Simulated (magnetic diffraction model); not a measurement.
# LaTaFe below its ordering temperature

Space group Pnma (no. 62), a = 7.1270 Å, b = 4.3980 Å, c = 7.5090 Å.

| site | atom | x | y | z |
| --- | --- | --- | --- | --- |
| 4c | Ta | 0.7033 | 3/4 | 0.5950 |
| 4c | La | 0 | 3/4 | 0.3010 |
| 4c | Fe | 0.8141 | 3/4 | 0.9229 |

The compound is invented for this exercise: a known structure type with other elements, its cell scaled to their sizes and not relaxed.

Only Fe is taken to order (form factors of Fe2+); orders and moment sizes are assumed, and not adapted to the symmetry. Radiation: neutrons of λ = 1.8 Å, 3° to 55°; isotropic B of 0.25 Å² (Ta), 0.3 Å² (La) and 0.28 Å² (Fe). The intensities are simulated: I ∝ L Σ (|F_N|² + |F_M⊥|²) for unpolarised neutrons, with F_M = 2.695 fm/μB × Σ f(s) S exp(2πi Q·r) exp(−B s²) at Q = H ± k (one set where k and −k are equivalent), only the part normal to Q counting and L = 1/(sin²θ cos θ). For collinear order S is the moment m, which repeats by lattice and centring translations R with the sign exp(−2πi k·R). Form factors are spin-only for 3d ions and dipole or tabulated for f ions, scattering lengths are Sears's of 1992, and absorption is left out. A label names one of the reflections at its angle. The strongest nuclear line in the range is 100, and lines under 0.2 are left out.

Above the ordering temperature:

```tsv
2θ (°)	index	I
20.05	(1 0 1)	5.3
27.74	(0 0 2)	0.4
29.26	(2 0 0)	3.8
31.17	(1 1 1)	4.0
31.44	(1 0 2)	0.4
32.47	(2 0 1)	0.4
37.94	(2 1 0)	2.5
39.70	(1 1 2)	50.6
40.54	(2 1 1)	100.0
40.76	(2 0 2)	38.5
44.80	(1 0 3)	9.6
46.83	(3 0 1)	42.7
47.64	(2 1 2)	2.3
48.32	(0 2 0)	55.6
48.88	(0 1 3)	78.3
51.26	(1 1 3)	2.0
52.13	(2 0 3)	1.5
52.82	(1 2 1)	1.7
53.27	(3 0 2)	0.3
```

Below it (cell unchanged):

```csv
2θ (°),I
13.81,8.9
19.55,16.3
20.05,5.3
27.74,0.4
28.53,5.8
29.26,3.8
31.11,5.2
31.17,4.0
31.44,0.4
32.47,0.4
36.53,1.4
37.59,1.9
37.94,2.5
39.21,2.1
39.70,50.6
40.54,100.0
40.76,38.5
41.32,1.6
42.29,1.2
44.56,2.0
44.68,0.6
44.80,9.6
46.48,1.5
46.83,42.7
47.64,2.3
48.32,55.6
48.33,0.6
48.88,78.3
49.55,1.3
51.26,2.0
51.33,1.2
52.13,1.5
52.25,0.5
52.82,1.7
53.27,0.3
```

**Question.** Find the propagation vector, then choose among these models:
A. collinear moments along [010], 2.46 μB on Fe; signs + at (0.8141, 3/4, 0.9229), + at (0.6859, 1/4, 0.4229), + at (0.3141, 3/4, 0.5771), + at (0.1859, 1/4, 0.0771)
B. collinear moments along [110], 2.46 μB on Fe; signs + at (0.8141, 3/4, 0.9229), + at (0.6859, 1/4, 0.4229), + at (0.3141, 3/4, 0.5771), + at (0.1859, 1/4, 0.0771)
C. collinear moments along [010], 2.46 μB on Fe; signs + at (0.8141, 3/4, 0.9229), − at (0.6859, 1/4, 0.4229), − at (0.3141, 3/4, 0.5771), + at (0.1859, 1/4, 0.0771)
D. collinear moments along [110], 2.46 μB on Fe; signs + at (0.8141, 3/4, 0.9229), − at (0.6859, 1/4, 0.4229), − at (0.3141, 3/4, 0.5771), + at (0.1859, 1/4, 0.0771)

The new lines index as (1/2 1/2 0) at 13.81°, (1/2 1/2 1) at 19.55°, (3/2 -1/2 1) at 28.53° and (1/2 1/2 2) at 31.11°, that is as H ± k with k = (1/2 1/2 0). Half indices mean that the moments reverse under translations with k·R a half-integer, and the magnetic cell has twice the primitive volume.

Magnetic intensity, observed (below minus above) and for each model:

| 2θ (°) | index | observed | A | B | C | D |
| --- | --- | --- | --- | --- | --- | --- |
| 13.81 | (1/2 1/2 0) | 8.9 | 5.6 | 15.3 | 5.6 | 8.9 |
| 19.55 | (1/2 1/2 1) | 16.3 | 11.8 | 13.4 | 11.8 | 16.3 |
| 24.86 | (3/2 1/2 0) | <0.2 | 4.0 | 3.8 | 4.0 | <0.2 |
| 28.53 | (3/2 -1/2 1) | 5.8 | 6.1 | 1.9 | 6.1 | 5.8 |
| 36.53 | (1/2 3/2 0) | 1.4 | <0.2 | 1.2 | <0.2 | 1.4 |
| 38.76 | (5/2 1/2 0) | <0.2 | 1.4 | 0.9 | 1.4 | <0.2 |
| 39.21 | (1/2 3/2 1) | 2.1 | 0.5 | 2.4 | 0.5 | 2.1 |
| 41.32 | (5/2 1/2 1) | 1.6 | 2.4 | 0.5 | 2.4 | 1.6 |

Model D matches.

The structure used: k = (1/2 1/2 0), collinear moments along [110], 2.46 μB on Fe; signs + at (0.8141, 3/4, 0.9229), − at (0.6859, 1/4, 0.4229), − at (0.3141, 3/4, 0.5771), + at (0.1859, 1/4, 0.0771).

[Logs are printed without paths, hosts, clocks, repeated set-up lines and the standing remarks that a program may print on its own settings, such as how far it seeks lower states.]
